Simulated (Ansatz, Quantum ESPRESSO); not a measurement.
# RbBH4 (F-43m): modes at Γ and the response to a field

Which modes does RbBH4 (F-43m) have at the zone centre?

Program: Quantum ESPRESSO 7.5. Level of theory: DFT PBEsol, scalar-relativistic, plane waves, PseudoDojo norm-conserving pseudopotentials. Results are calculated unless marked as measured.

Report form: the programs' logs are mostly left out.

## (1) Set-up

It takes space group F-43m (No. 216, cubic). Conventional cell: a = 6.906 Å, b = 6.906 Å, c = 6.906 Å, α = 90.00°, β = 90.00°, γ = 90.00°. Nearest to Rb lie 12 H at 2.92 Å and 6 B at 3.45 Å. Nearest to B lie 4 H at 1.23 Å and 6 Rb at 3.45 Å. Nearest to H lie 1 B at 1.23 Å and 6 H at 2.00 to 2.88 Å and 3 Rb at 2.92 Å. Farther neighbours are not listed.

Structure file:

```cif
data_structure
_symmetry_space_group_name_H-M 'P 1'
_symmetry_Int_Tables_number 1
_cell_length_a 4.8836
_cell_length_b 4.8836
_cell_length_c 4.8836
_cell_angle_alpha 60.000
_cell_angle_beta 60.000
_cell_angle_gamma 60.000
_cell_volume 82.36
loop_
_atom_site_label
_atom_site_type_symbol
_atom_site_fract_x
_atom_site_fract_y
_atom_site_fract_z
_atom_site_occupancy
Rb1 Rb 0.00000 0.00000 0.00000 1
B2 B 0.50000 0.50000 0.50000 1
H3 H 0.60242 0.60242 0.19275 1
H4 H 0.19275 0.60242 0.60242 1
H5 H 0.60242 0.19275 0.60242 1
H6 H 0.60242 0.60242 0.60242 1
```

## (2) A first look

Before anything dear is run, a loose run with smearing shows whether this is a metal and how far the cell is from rest.

probe.in

```
&control
   calculation = 'scf'
   prefix = 'x'
   outdir = './tmp'
   pseudo_dir = './pseudo'
   tprnfor = .true.
   tstress = .true.
   verbosity = 'high'
/
&system
   ibrav = 2
   celldm(1) = 13.05135652
   nat = 6
   ntyp = 3
   ecutwfc = 68.0
   occupations = 'smearing'
   smearing = 'gaussian'
   degauss = 0.01
/
&electrons
   conv_thr = 1.0d-07
   mixing_beta = 0.7
   electron_maxstep = 100
/
ATOMIC_SPECIES
 Rb     85.4678  Rb.upf
 B      10.8100  B.upf
 H       1.0080  H.upf
ATOMIC_POSITIONS crystal
 Rb     0.000000000   0.000000000   0.000000000
 B      0.500000000   0.500000000   0.500000000
 H      0.602415200   0.602415200   0.192754400
 H      0.192754400   0.602415200   0.602415200
 H      0.602415200   0.192754400   0.602415200
 H      0.602415200   0.602415200   0.602415200
K_POINTS automatic
 4 4 4 0 0 0
```

The run is started by

```sh
> OMP_NUM_THREADS=1 mpirun -n 4 pw.x -nk 4 -in probe.in > probe.out
```

It took 3.1 s on 4 MPI ranks of Arm Neoverse V2, shared host.

Numbers from this step:

```yaml
volume_per_atom: 13.73 Å³
pressure: 0.1890 GPa
gap_on_the_k_mesh: 5.909 eV
```

A gap of 5.9 eV opens on this mesh, so the crystal is taken as an insulator; the start stands at 0.19 GPa.

## (3) Relaxation

Frequencies change by per cents with a per cent of volume, so the structure is first brought to rest at this level of theory.

relax.in

```
&control
   calculation = 'vc-relax'
   prefix = 'x'
   outdir = './tmp'
   pseudo_dir = './pseudo'
   tprnfor = .true.
   tstress = .true.
   forc_conv_thr = 2.0d-05
   etot_conv_thr = 1.0d-07
   nstep = 40
/
&system
   ibrav = 2
   celldm(1) = 13.05135652
   nat = 6
   ntyp = 3
   ecutwfc = 68.0
   occupations = 'fixed'
   nbnd = 10
/
&electrons
   conv_thr = 1.0d-11
   mixing_beta = 0.7
   electron_maxstep = 100
/
&ions
/
&cell
   press_conv_thr = 0.1
/
ATOMIC_SPECIES
 Rb     85.4678  Rb.upf
 B      10.8100  B.upf
 H       1.0080  H.upf
ATOMIC_POSITIONS crystal
 Rb     0.000000000   0.000000000   0.000000000
 B      0.500000000   0.500000000   0.500000000
 H      0.602415200   0.602415200   0.192754400
 H      0.192754400   0.602415200   0.602415200
 H      0.602415200   0.192754400   0.602415200
 H      0.602415200   0.602415200   0.602415200
K_POINTS automatic
 6 6 6 0 0 0
```

The run is started by

```sh
> OMP_NUM_THREADS=1 mpirun -n 4 pw.x -nk 4 -in relax.in > relax.out
```

Run time: 43 s. Hardware: 4 MPI ranks.

Step by step:

| step | energy less that of the first step (eV) | largest force (eV/Å) | pressure (GPa) | volume (Å³) |
| --- | --- | --- | --- | --- |
| 1 | 0.0000 | 0.1942 | 0.19 | 82.36 |
| 2 | -0.0024 | 0.1073 | -0.08 | 82.44 |
| 3 | -0.0037 | 0.0261 | -0.31 | 82.39 |
| 4 | -0.0042 | 0.0063 | -0.38 | 82.20 |
| 5 | -0.0048 | 0.0302 | -0.39 | 81.82 |
| 6 | -0.0056 | 0.0420 | -0.33 | 81.26 |
| 7 | -0.0064 | 0.0353 | -0.16 | 80.42 |
| 8 | -0.0065 | 0.0153 | -0.04 | 80.10 |
| 9 | -0.0065 | 0.0033 | 0.00 | 80.09 |
| 10 | -0.0065 | 0.0000 | 0.00 | 80.12 |
| 11 | -0.0065 | 0.0000 | 0.00 | 80.12 |
| 12 | -0.0056 | 0.0001 | -0.01 | 80.12 |

| conventional cell, symmetrised | before | after | change |
| --- | --- | --- | --- |
| a (Å) | 6.906 | 6.843 | -0.9 % |
| b (Å) | 6.906 | 6.843 | -0.9 % |
| c (Å) | 6.906 | 6.843 | -0.9 % |
| volume (Å³/atom) | 13.73 | 13.35 | -2.7 % |

The atoms that moved most (Å, as changes of fractional coordinates times the final cell):

| atom | dx | dy | dz | length |
| --- | --- | --- | --- | --- |
| H5 | -0.012 | -0.012 | -0.012 | 0.020 |
| H4 | 0.012 | 0.012 | -0.012 | 0.020 |
| H3 | 0.012 | -0.012 | 0.012 | 0.020 |
| H6 | -0.012 | 0.012 | 0.012 | 0.020 |

Final coordinates:

```cif
data_structure
_symmetry_space_group_name_H-M 'P 1'
_symmetry_Int_Tables_number 1
_cell_length_a 4.8390
_cell_length_b 4.8390
_cell_length_c 4.8390
_cell_angle_alpha 60.000
_cell_angle_beta 60.000
_cell_angle_gamma 60.000
_cell_volume 80.12
loop_
_atom_site_label
_atom_site_type_symbol
_atom_site_fract_x
_atom_site_fract_y
_atom_site_fract_z
_atom_site_occupancy
Rb1 Rb 0.00000 0.00000 0.00000 1
B2 B 0.50000 0.50000 0.50000 1
H3 H 0.60412 0.60412 0.18765 1
H4 H 0.18765 0.60412 0.60412 1
H5 H 0.60412 0.18765 0.60412 1
H6 H 0.60412 0.60412 0.60412 1
```

The last row of the table of steps is pw.x's closing run on a basis chosen anew for the final cell, so its energy can jump.

This step gave:

- volume per atom: 13.35 Å³
- pressure: -0.01100 GPa
- gap on the k-mesh: 5.837 eV

The volume changes by -2.7 % from the cell with which this run began.

## (4) Ground state

Perturbation theory inherits every error of the wavefunctions, so the threshold is set near the limit of the arithmetic. With a gap, occupations are fixed, which also allows the response to an electric field.

scf.in

```
&control
   calculation = 'scf'
   prefix = 'x'
   outdir = './tmp'
   pseudo_dir = './pseudo'
   tprnfor = .true.
   tstress = .true.
/
&system
   ibrav = 2
   celldm(1) = 12.93223196
   nat = 6
   ntyp = 3
   ecutwfc = 68.0
   occupations = 'fixed'
   nbnd = 10
/
&electrons
   conv_thr = 1.0d-12
   mixing_beta = 0.7
   electron_maxstep = 100
/
ATOMIC_SPECIES
 Rb     85.4678  Rb.upf
 B      10.8100  B.upf
 H       1.0080  H.upf
ATOMIC_POSITIONS crystal
 Rb     0.000000000   0.000000000   0.000000000
 B      0.500000000   0.500000000   0.500000000
 H      0.604115428   0.604115428   0.187653715
 H      0.187653715   0.604115428   0.604115428
 H      0.604115428   0.187653715   0.604115428
 H      0.604115428   0.604115428   0.604115428
K_POINTS automatic
 6 6 6 0 0 0
```

The run is started by

```sh
> OMP_NUM_THREADS=1 mpirun -n 4 pw.x -nk 4 -in scf.in > scf.out
```

Elapsed: 6.1 s, on 4 MPI ranks; 24 s of CPU time.

The cell stands at -0.011 GPa, close enough for phonons.

## (5) Zone-centre response

At q = 0 one unit cell holds all displacements; symmetry groups them into irreducible representations that are solved one by one. The response to a field gives ε∞ and the Born charges, which polar modes need.

ph.in

```
phonons
&inputph
   prefix = 'x'
   outdir = './tmp'
   fildyn = 'g.dyn'
   tr2_ph = 1.0d-18
   epsil = .true.
/
0.000000000 0.000000000 0.000000000
```

The run is started by

```sh
> OMP_NUM_THREADS=1 mpirun -n 4 ph.x -nk 4 -in ph.in > ph.out
```

Elapsed: 2.8 min, on 4 MPI ranks.

Numbers from this step:

```yaml
miss_of_the_charge_sum_rule: 4.00e-4 e
largest_acoustic_frequency_at_the_zone_centre_before_the_sum_rule: -5.77 cm⁻¹
highest_optical_zone_centre_mode_no_lo_to_term: 2337 cm⁻¹
lowest_optical_zone_centre_mode: 166.2 cm⁻¹
mean_high_frequency_dielectric_constant: 2.406
largest_born_charge_in_size_third_of_the_trace: 1.166 e
```

Born charge (rows field, columns displacement), before the sum rule (e), principal values of the symmetric part by kind of site:

| atom | atoms with these values | low | middle | high | mean |
| --- | --- | --- | --- | --- | --- |
| Rb1 | 1 | 1.17 | 1.17 | 1.17 | 1.17 |
| B2 | 1 | 0.15 | 0.15 | 0.15 | 0.15 |
| H3 | 4 | -0.61 | -0.19 | -0.19 | -0.33 |

In full for B2:

```
0.15 0.00 0.00
0.00 0.15 0.00
0.00 0.00 0.15
```

High-frequency dielectric tensor:

```
2.41 0.00 0.00
0.00 2.41 0.00
0.00 0.00 2.41
```

The acoustic modes at Γ come out as far as 5.8 cm⁻¹ from zero, where they should vanish, a small numerical error; the Born charges miss their sum rule by 4.0e-4 e, which is good.

## (6) Modes with the sum rule

A rigid shift of the crystal must cost nothing, but grids and finite bases break this; the acoustic sum rule is imposed before the matrix is diagonalised again. With Born charges the intensities follow, and the static dielectric tensor.

dynmat.in

```
&input
   fildyn = 'g.dyn'
   asr = 'simple'
   fileig = 'dynmat.eig'
   lperm = .true.
/
```

The run is started by

```sh
> dynmat.x -in dynmat.in > dynmat.out
```

It took 0.47 s on 1 thread.

Numbers from this step:

```yaml
lowest_optical_zone_centre_mode: 166.3 cm⁻¹
mean_static_dielectric_constant: 4.790
```

Unit eigenvectors of the mass-weighted matrix after the sum rule; no LO-TO term. Modes at Γ, with each element's share of the kinetic energy:

| mode | frequency (cm⁻¹) | symmetry | Rb % | B % | H % |
| --- | --- | --- | --- | --- | --- |
| 1 | 0.0 | acoustic | 85 | 11 | 4 |
| 2 | 0.0 | acoustic | 85 | 11 | 4 |
| 3 | 0.0 | acoustic | 85 | 11 | 4 |
| 4 | 166.3 | T2 | 15 | 64 | 21 |
| 5 | 166.3 | T2 | 15 | 64 | 21 |
| 6 | 166.3 | T2 | 15 | 64 | 21 |
| 7 | 322.2 | T1 | 0 | 0 | 100 |
| 8 | 322.2 | T1 | 0 | 0 | 100 |
| 9 | 322.2 | T1 | 0 | 0 | 100 |
| 10 | 1064.8 | T2 | 0 | 16 | 84 |
| 11 | 1064.8 | T2 | 0 | 16 | 84 |
| 12 | 1064.8 | T2 | 0 | 16 | 84 |
| 13 | 1194.2 | E | 0 | 0 | 100 |
| 14 | 1194.2 | E | 0 | 0 | 100 |
| 15 | 2280.5 | A1 | 0 | 0 | 100 |
| 16 | 2336.5 | T2 | 0 | 10 | 90 |
| 17 | 2336.5 | T2 | 0 | 10 | 90 |
| 18 | 2336.5 | T2 | 0 | 10 | 90 |

Displacements in mode 4 (166.3 cm⁻¹), the largest set to 1:
```
Rb1  0.00 -0.01 -0.17
B2  -0.01  0.03  1.00
H3   0.01  0.01  0.95
H4  -0.03  0.01  0.95
H5   0.01  0.05  0.95
H6  -0.04  0.05  0.95
```

Displacements in mode 17 (2336.5 cm⁻¹), the largest set to 1:
```
Rb1  0.00  0.00  0.00
B2  -0.01  0.16 -0.17
H3   1.00 -0.96  0.96
H4  -0.97 -0.92  0.92
H5   0.05  0.09  0.01
H6  -0.02  0.06 -0.03
```

Degenerate modes summed, no LO-TO term. Lines of the infrared spectrum (strongest = 100):

| position (cm⁻¹) | lines merged | label | IR intensity, relative |
| --- | --- | --- | --- |
| 166 | 3 | T2 | 23 |
| 322 | 3 | T1 | 0.0 |
| 1065 | 3 | T2 | 12 |
| 1194 | 2 | E | 0.0 |
| 2281 | 1 | A1 | 0.0 |
| 2337 | 3 | T2 | 100 |

Static dielectric tensor (ions relaxed, fixed cell):

```
4.79 0.00 0.00
0.00 4.79 0.00
0.00 0.00 4.79
```

The rule moves no optical mode by more than 0.1 cm⁻¹.

## (7) Sum rules set otherwise (asr crystal)

The rule can be imposed in more than one way; the choices should agree where the raw error is small.

dynmat.in

```
&input
   fildyn = 'g.dyn'
   asr = 'crystal'
   fileig = 'dynmat.eig'
   lperm = .true.
/
```

The run is started by

```sh
> dynmat.x -in dynmat.in > dynmat.out
```

Elapsed: 0.47 s, on 1 thread.

This step gave:

```
highest optical zone-centre mode (no LO-TO term) : 2336 cm⁻¹
lowest optical zone-centre mode                  : 165.8 cm⁻¹
mean static dielectric constant                  : 4.804
```

Zone-centre frequencies as printed; negative means imaginary. Modes:

| mode | frequency (cm⁻¹) |
| --- | --- |
| 1 | 0 |
| 2 | 0 |
| 3 | 0 |
| 4 | 165.8 |
| 5 | 165.8 |
| 6 | 165.8 |
| 7 | 322.1 |
| 8 | 322.1 |
| 9 | 322.1 |
| 10 | 1065 |
| 11 | 1065 |
| 12 | 1065 |
| 13 | 1194 |
| 14 | 1194 |
| 15 | 2280 |
| 16 | 2336 |
| 17 | 2336 |
| 18 | 2336 |

Against the first rule no mode moves by more than 0.5 cm⁻¹.

## (8) Sum rules set otherwise: a sum rule for molecules or wires on a crystal

This rule also removes rotations, which suits molecules and not a crystal; it is tried to see the harm.

dynmat.in

```
&input
   fildyn = 'g.dyn'
   asr = 'zero-dim'
   fileig = 'dynmat.eig'
   lperm = .true.
/
```

The run is started by

```sh
> dynmat.x -in dynmat.in > dynmat.out
```

Wall time 0.47 s (1 thread).

The program raised no error, yet the settings are not those of a careful run.

The fault: a sum rule for molecules or wires on a crystal; 3 optical modes are projected out to zero frequency, as if they were rotations, and the static dielectric tensor is spoilt.

For a crystal the rule has to be 'simple' or 'crystal'.

Zone-centre frequencies as printed; negative means imaginary. Modes:

| mode | frequency (cm⁻¹) |
| --- | --- |
| 1 | 0 |
| 2 | 0 |
| 3 | 0 |
| 4 | 0 |
| 5 | 0 |
| 6 | 0 |
| 7 | 165.8 |
| 8 | 355.5 |
| 9 | 355.5 |
| 10 | 1052 |
| 11 | 1052 |
| 12 | 1065 |
| 13 | 1194 |
| 14 | 1194 |
| 15 | 2280 |
| 16 | 2336 |
| 17 | 2339 |
| 18 | 2339 |

## (9) The LO-TO splitting (1 0 0)

A longitudinal polar mode sets up a macroscopic field that stiffens it; the term hangs on the direction from which q goes to zero.

dynmat.in

```
&input
   fildyn = 'g.dyn'
   asr = 'simple'
   fileig = 'dynmat.eig'
   q(1) = 1.0
   q(2) = 0.0
   q(3) = 0.0
/
```

The run is started by

```sh
> dynmat.x -in dynmat.in > dynmat.out
```

It took 0.47 s on 1 thread.

Numbers from this step:

```yaml
highest_mode_moved_by_the_lo_to_term: 2361 cm⁻¹
```

Zone-centre frequencies as printed; negative means imaginary. Modes:

| mode | frequency (cm⁻¹) |
| --- | --- |
| 1 | 0 |
| 2 | 0 |
| 3 | 0 |
| 4 | 166.3 |
| 5 | 166.3 |
| 6 | 230.8 |
| 7 | 322.2 |
| 8 | 322.2 |
| 9 | 322.2 |
| 10 | 1065 |
| 11 | 1065 |
| 12 | 1071 |
| 13 | 1194 |
| 14 | 1194 |
| 15 | 2281 |
| 16 | 2337 |
| 17 | 2337 |
| 18 | 2361 |

The field moves 3 modes; the highest of them now lies at 2361 cm⁻¹, where the highest that moved away lay at 2336.

## (10) Cross-check with Ansatz

A second program on the same cell, potentials, cutoff and meshes tests the implementation of the phonon response, not its convergence. Its field response is summed in its own way. Its k mesh is centred on Γ.

This step: DFT PBEsol, scalar-relativistic, plane waves, PseudoDojo norm-conserving pseudopotentials (Ansatz 0.2.0).

input.yaml

```yaml
crystal:
  lattice:
    - [-3.4217212197, 0.0, 3.4217212197]
    - [0.0, 3.4217212197, 3.4217212197]
    - [-3.4217212197, 3.4217212197, 0.0]
  atoms:
    - { symbol: Rb, position: [0.0, 0.0, 0.0] }
    - { symbol: B, position: [0.5, 0.5, 0.5] }
    - { symbol: H, position: [0.6041154285, 0.6041154285, 0.1876537146] }
    - { symbol: H, position: [0.1876537146, 0.6041154285, 0.6041154285] }
    - { symbol: H, position: [0.6041154285, 0.1876537146, 0.6041154285] }
    - { symbol: H, position: [0.6041154285, 0.6041154285, 0.6041154285] }
kpoints:
  mp_grid: { grid: [6, 6, 6] }
hamiltonian:
  xc: pbesol
  pseudopotentials: { kind: nc, accuracy: standard }
scf:
  occupations: { method: fixed }
output:
  eigenvalues: true
basis:
  ecutwfc: 925.187
phonons:
  method: dfpt
  dielectric: true
  rigid_motions: translations
```

The run is started by

```sh
> ansatz run input.yaml --threads 4 --pin off --max-ram 8192MiB --backend cpu --events-out ev --progress --plain --runs-dir out
```

It took 23 s on 4 threads; peak memory 1.2 GiB; 90 s of CPU time.

Numbers from this step:

| Quantity | Value |
| --- | --- |
| sum-rule residual before enforcement | 5.94e-5 eV/Å² |
| miss of the charge sum rule | 2.46e-5 e |
| highest optical zone-centre mode (no LO-TO term) | 2337 cm⁻¹ |
| lowest optical zone-centre mode | 166.3 cm⁻¹ |
| mean high-frequency dielectric constant | 2.407 |
| mean static dielectric constant | 4.789 |

Transverse modes. Infrared lines, with heights relative to the strongest:

| position (cm⁻¹) | label | IR intensity ((D/Å)²/amu), degenerate modes summed, relative |
| --- | --- | --- |
| 166 | T2 | 23 |
| 322 | T1 | 0.0 |
| 1065 | T2 | 12 |
| 1194 | E | 0.0 |
| 2280 | A1 | 0.0 |
| 2336 | T2 | 100 |

## (11) The two compared: QE PseudoDojo and Ansatz, PseudoDojo

Worked out from the results:

```yaml
root_mean_square_difference: 0.02 cm⁻¹
largest_difference: 0.03 cm⁻¹
```

The two runs side by side. Further quantities:

| quantity | QE PseudoDojo | Ansatz, PseudoDojo |
| --- | --- | --- |
| mean ε∞ | 2.406 | 2.407 |
| largest Born charge in size (e; the first before, the second after the charge sum rule) | 1.166 | 1.166 |

At the zone centre the largest difference (acoustic modes at Γ apart) is 0.001 % of the highest mode.

## (12) Results

```json
{"space group after relaxation": "F-43m", "volume per atom": "13.4 Å³", "gap on the k-mesh": "5.84 eV", "highest optical zone-centre mode (no LO-TO term)": "2337 cm⁻¹", "lowest optical zone-centre mode": "166.3 cm⁻¹", "highest mode moved by the LO-TO term": "2361 cm⁻¹", "mean high-frequency dielectric constant": "2.41", "largest Born charge in size (third of the trace)": "1.17 e", "mean static dielectric constant": "4.79", "imaginary optical modes at the zone centre (no q mesh in this session)": "none", "largest difference from Ansatz, PseudoDojo": "0.03 cm⁻¹"}
```

**Reading.** At the PBEsol level the optical modes of RbBH4 (F-43m) at the zone centre (no LO-TO term) run from 166 to 2337 cm⁻¹. Along the directions run, the highest mode that the macroscopic field moves lies at 2361 cm⁻¹. Lattice motion raises the mean dielectric constant from 2.406 to 4.790. Of the 15 optical modes, 9 are both infrared and Raman active, 3 are silent and 3 are Raman active alone. QE PseudoDojo and Ansatz, PseudoDojo agree to 0.03 cm⁻¹ (0.001 % of the highest mode compared) on all solved modes but the acoustic ones at Γ, without the LO-TO term. These are harmonic frequencies at zero temperature: anharmonic shifts and linewidths and thermal expansion are left out. The relaxation ran at 68 Ry, under the 76 Ry recommended for these files; the stress of so short a basis can leave the cell about one per cent too small. Ansatz warns that the cutoff lies 11 % under the one recommended for these files; agreement at one cutoff is not convergence. The structure comes from a database and need not be the phase that is stable at ambient conditions.

[Host names and launcher messages were left out of these logs when they were recorded.]

[Logs are printed without paths, hosts, clocks, repeated set-up lines and the standing remarks that a program may print on its own settings, such as how far it seeks lower states.]

[Hosts, paths, dates, database ids (printed as entryN), source tags and the programs' standing remarks are cut or masked in the printed files.]
